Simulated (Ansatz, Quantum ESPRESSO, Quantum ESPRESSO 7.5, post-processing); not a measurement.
# Pb(111) with one reversed stacking step (an intrinsic fault): ballistic transmission

Aim: the zero-bias transmission with pwcond for this junction: Pb(111) with one reversed stacking step (an intrinsic fault).

Calculated with Quantum ESPRESSO 7.5; plane-wave DFT, PBEsol, GBRV ultrasoft pseudopotentials (cross-check by Ansatz 0.2.0 with PAW datasets).

Most raw output is cut from this account.

### Step 1. The starting structure

The cell holds 14 atoms: 14 Pb. Its edges and angles: a = 3.557 Å, b = 3.557 Å, c = 40.657 Å, α = 90.0°, β = 90.0°, γ = 60.0°. It derives from Pb. Regions: left lead, 6 atoms (6 Pb); channel, 2 atoms (2 Pb); right lead, 6 atoms (6 Pb). The structure is stacked along c, and the current runs across the ab planes.

### Step 2. SCF with pw.x

One periodic cell holds a stretch of lead, the junction and more lead; the atoms stay as built.

File scf.in:

```
&control
  prefix = 'scf'
  outdir = './out'
  pseudo_dir = './pseudo'
  calculation = 'scf'
  tprnfor = .true.
/
&system
  ibrav = 0
  nat = 14
  ntyp = 1
  ecutwfc = 40
  ecutrho = 200
  occupations = 'smearing'
  smearing = 'mv'
  degauss = 0.01
/
&electrons
  conv_thr = 1e-07
  mixing_beta = 0.25
  electron_maxstep = 120
  mixing_mode = 'local-TF'
/
ATOMIC_SPECIES
  Pb  207.2000  pb_pbesol_v1.uspp.F.UPF
CELL_PARAMETERS angstrom
  3.55674710936833 0.00000000000000 0.00000000000000
  1.77837355468417 3.08023335154985 0.00000000000000
  0.00000000000000 0.00000000000000 40.65700595633345
ATOMIC_POSITIONS crystal
  Pb  0.000000000000 0.000000000000 0.000000000000
  Pb  0.333333333000 0.333333333000 0.071428571429
  Pb  0.666666667000 0.666666667000 0.142857142857
  Pb  0.000000000000 0.000000000000 0.214285714286
  Pb  0.333333333000 0.333333333000 0.285714285714
  Pb  0.666666667000 0.666666667000 0.357142857143
  Pb  0.333333333000 0.333333333000 0.428571428571
  Pb  0.666666667000 0.666666667000 0.500000000000
  Pb  0.000000000000 0.000000000000 0.571428571429
  Pb  0.333333333000 0.333333333000 0.642857142857
  Pb  0.666666667000 0.666666667000 0.714285714286
  Pb  0.000000000000 0.000000000000 0.785714285714
  Pb  0.333333333000 0.333333333000 0.857142857143
  Pb  0.666666667000 0.666666667000 0.928571428571
K_POINTS automatic
  8 8 1 0 0 0
```

Run with:

```bash
OMP_NUM_THREADS=1 mpirun -n 4 pw.x -nk 4 -in scf.in > scf.out
```

Wall time 2.6 min (4 MPI ranks of Arm Neoverse V2, shared host); peak memory 1.5 GiB.

Numbers from this step:

| Item | Value |
| --- | --- |
| free energy | -31217.3283 eV |
| Fermi energy | 10.36 eV |

The program's own clock; routines nest. Time by routine:

```csv
routine,wall time (s),calls
PWSCF,155.6,1
electrons,149.4,1
c_bands,135.1,9
cegterg,121.5,27
h_psi,64.61,185
fftw,43.73,24774
vloc_psi,41.56,185
calbec,15.88,224
sum_band,11.35,9
add_vuspsi,11.29,185
s_psi,11.27,185
h_psi:calbec,11.21,185
init_run,4,1
wfcinit,3.51,1
```

The run needed 8 iterations to bring the estimated error under 1e-07 Ry; the largest force on any atom, held or free, is 0.06 eV/Å.

### Step 3. The open system

prefixt takes both regions from one run: the lead from 0 to bdl, the scattering region from bdl to bds (units of alat). ikind = 1 puts the same lead on both sides. The program's T_tot counts both spins in a run without spin; the tables below give T per spin.

File cond.in:

```
&inputcond
  outdir = './out'
  prefixt = 'scf'
  tran_file = 'cond.dat'
  bdl = 2.4494897422
  bds = 11.4309521340
  ikind = 1
  ewind = 4.0
  epsproj = 1e-05
  nz1 = 7
  energy0 = 0.4
  denergy = -0.4
/
10
  0.00000000 0.00000000 0.01562500
  0.00000000 0.12500000 0.09375000
  0.00000000 0.25000000 0.09375000
  0.00000000 0.37500000 0.09375000
  0.00000000 0.50000000 0.04687500
  0.12500000 0.25000000 0.09375000
  0.12500000 0.37500000 0.18750000
  0.12500000 0.50000000 0.18750000
  0.25000000 0.50000000 0.09375000
  0.25000000 0.62500000 0.09375000
3
```

Run with:

```bash
OMP_NUM_THREADS=1 mpirun -n 4 pwcond.x -in cond.in > cond.out
```

Elapsed: 97 s, on 4 MPI ranks; peak memory 0.38 GiB.

Read from the output:

```
lead channels at the Fermi level, one spin : 1.141
transmission at the Fermi level, one spin  : 0.9045
conductance                                : 0.9045 G₀
```

Per spin; mean over the k mesh across the current. Open channels, zone mean against energy, zero at the Fermi level:

```csv
energy (eV),"open channels, zone mean"
-0.400,1.42
0.000,1.14
0.400,1.33
```

Per spin; mean over the k mesh across the current. Table of transmission, zone mean by energy, zero at the Fermi level:

```csv
energy (eV),"transmission, zone mean"
-0.400,1.21
0.000,0.904
0.400,1.08
```

At 0.000 eV; k in fractions of b1, b2. Transmission by k point:

```csv
k1,k2,weight,t,channels
0,0,0.01562,1,1
0,0.125,0.09375,1,1
0,0.25,0.09375,0.01128,1
0,0.375,0.09375,0.976,1
0,0.5,0.04688,0,0
0.125,0.25,0.09375,1,1
0.125,0.375,0.1875,1.855,2
0.125,0.5,0.1875,0.9828,1
0.25,0.5,0.09375,0.01042,1
0.25,0.625,0.09375,0.8083,1
```

The program's own clock; routines nest. Time by routine:

```csv
routine,wall time (s),calls
PWCOND,96.25,1
scatter_forw,77.26,60
local,8.74,10
compbs,7.97,30
compbs_2,6.71,30
init,0.5,1
poten,0.07,1
```

At no point does T exceed the number of channels.

### Step 4. Transmission with pwcond.x, with nz1 = 3

How much does a setting matter? One run is repeated with a change.

cond.w.in, as its differences from the input of step 3:

```diff
@@ -3,3 +3,3 @@
   prefixt = 'scf'
-  tran_file = 'cond.dat'
+  tran_file = 'cond.w.dat'
   bdl = 2.4494897422
@@ -9,3 +9,3 @@
   epsproj = 1e-05
-  nz1 = 7
+  nz1 = 3
   energy0 = 0.4
```

Run with:

```bash
OMP_NUM_THREADS=1 mpirun -n 4 pwcond.x -in cond.w.in > cond.w.out
```

Wall time 86 s (4 MPI ranks); peak memory 0.36 GiB; 5.7 min of CPU time.

The changed values were drawn from a wide range, not chosen for quality; the comparison shows what they did here together.

Beside the run it was changed from:

```csv
quantity,this run,unchanged run,difference
"transmission at the Fermi level, one spin",0.9044,0.9045,-9.0e-5
"lead channels at the Fermi level, one spin",1.141,1.141,0
wall time (s),86,97,
```

Over all energies T moves by up to 4.4e-4, at 0.4 eV.

The physical values in this table stay within 0.05 %.

### Step 5. Cross-check with Ansatz

As a check, the same structure is run in Ansatz.

Level of this step: plane-wave DFT, PBEsol, Ansatz PAW (Ansatz 0.2.0).

File input.yaml:

```yaml
crystal:
  lattice:
    - [3.5567471094, 0.0, 0.0]
    - [1.7783735547, 3.0802333515, 0.0]
    - [0.0, 0.0, 40.6570059563]
  atoms:
    - { symbol: Pb, position: [0.0, 0.0, 0.0] }
    - { symbol: Pb, position: [0.333333333, 0.333333333, 0.0714285714] }
    - { symbol: Pb, position: [0.666666667, 0.666666667, 0.1428571429] }
    - { symbol: Pb, position: [0.0, 0.0, 0.2142857143] }
    - { symbol: Pb, position: [0.333333333, 0.333333333, 0.2857142857] }
    - { symbol: Pb, position: [0.666666667, 0.666666667, 0.3571428571] }
    - { symbol: Pb, position: [0.333333333, 0.333333333, 0.4285714286] }
    - { symbol: Pb, position: [0.666666667, 0.666666667, 0.5] }
    - { symbol: Pb, position: [0.0, 0.0, 0.5714285714] }
    - { symbol: Pb, position: [0.333333333, 0.333333333, 0.6428571429] }
    - { symbol: Pb, position: [0.666666667, 0.666666667, 0.7142857143] }
    - { symbol: Pb, position: [0.0, 0.0, 0.7857142857] }
    - { symbol: Pb, position: [0.333333333, 0.333333333, 0.8571428571] }
    - { symbol: Pb, position: [0.666666667, 0.666666667, 0.9285714286] }
kpoints:
  mp_grid: { grid: [8, 8, 1] }
hamiltonian:
  xc: pbesol
scf:
  occupations: { method: fermi_dirac, width: 0.1 }
  convergence: { dr2_threshold: 1.0e-08 }
output:
  transmission: { leads: [[0, 3]], e_range: [-0.4, 0.4], de: 0.4, kmesh: [8, 8] }
  write_potential: true
  write_density: true
  volumetric_format: npy
```

Run with:

```bash
ansatz run input.yaml --threads 4 --pin off --max-ram 8192MiB --backend cpu --events-out ev --progress --plain --runs-dir out
```

Wall time 14 s (4 threads); peak memory 1.4 GiB.

Read from the output:

```
free energy                                  : -164569.1335 eV
energy at zero smearing                      : -164569.0015 eV
smearing term TS                             : 0.2640 eV
Fermi energy                                 : 10.08 eV
symmetry operations                          : 12
transmission at the Fermi level, one spin    : 0.9145
lead channels at the Fermi level, one spin   : 1.047
step of the lead's Hamiltonian over a period : 9.3 meV
```

Per spin; mean over the k mesh across the current. Table of transmission, zone mean by energy, zero at the Fermi level:

```csv
energy (eV),"transmission, zone mean"
-0.400,1.22
0.000,0.914
0.400,1.09
```

Per spin; mean over the k mesh across the current. The open channels, zone mean by energy, zero at the Fermi level:

```csv
energy (eV),"open channels, zone mean"
-0.400,1.42
0.000,1.05
0.400,1.33
```

Ansatz finds T = 0.914 against pwcond's 0.904.

### Step 6. All levels side by side

All levels:

```csv
step,T at the Fermi level (per spin),conductance (G0),r.m.s. T(E) from the first,CPU time of the step (s),peak memory (GiB)
Ansatz,0.9145,-,0,54.32,1.409
pwcond,0.9045,0.9045,0.01479,386.8,0.38
"pwcond, changed setting",0.9044,0.9044,0.01493,344.4,0.36
```

Per spin; mean over the k mesh across the current. Transmission, zone mean against energy, zero at the Fermi level:

```csv
energy (eV),Ansatz,pwcond,"pwcond, changed setting"
-0.400,1.22,1.21,1.21
0.000,0.914,0.904,0.904
0.400,1.09,1.08,1.07
```

### Step 7. Worked from the printed numbers

The Landauer sum over the mesh, Σ w T = 0.1875 × 1.85 + 0.1875 × 0.983 + 0.0938 × 1 + … = 0.9045.

G = 0.904 × 77.48 µS = 70.1 µS a cell. Times the area of 10.956 Å², the resistance-area product is A/G = 1.56 fΩ m², the leads' contact resistance included.

Free electrons at 4 an atom (3 atoms in 95.4 Å³) have k_F = 1.550 1/Å and offer A k_F²/4π = 2.09 channels per spin; the lead has 1.14 on this mesh.

### Step 8. Results

```yaml
conductance_from_t_at_the_fermi_level_a_cell: 0.904 G₀
conductance_per_area: 640 S/μm²
lead_channels_per_spin: 1.14
the_same_conductance_by_ansatz: 0.914 G₀
```

What this shows: The junction conducts 0.904 G₀ a cell at the Fermi level (PBEsol, GBRV ultrasoft). At the Fermi level the junction passes 79 % of what the leads offer. At the Fermi level pwcond and Ansatz differ by 1.1 %, a close match. The codes count unlike numbers of lead channels on 9 % of the mesh. The mean rests on 10 distinct points, the heaviest weighing 0.19, and the mesh was not tested, so even the second digit is unsure. Over -0.4 to 0.4 eV, T lies between 0.90 and 1.2 per spin. The geometry is as built, not relaxed, and the leads are short. Spin-orbit coupling is left out; depending on the atoms that carry the levels of interest, it can split and shift them by tenths of an eV to an eV or more.

[Logs are printed without paths, hosts, clocks, repeated set-up lines and the standing remarks that a program may print on its own settings, such as how far it seeks lower states.]

[Hosts, paths, dates, database ids (printed as entryN), source tags and the programs' standing remarks are cut or masked in the printed files.]

[Maps of the electrostatic potential energy from Ansatz leave out the sawtooth potential of an applied field or a dipole correction, so their vacuum need not be flat; planar profiles and work functions include it.]
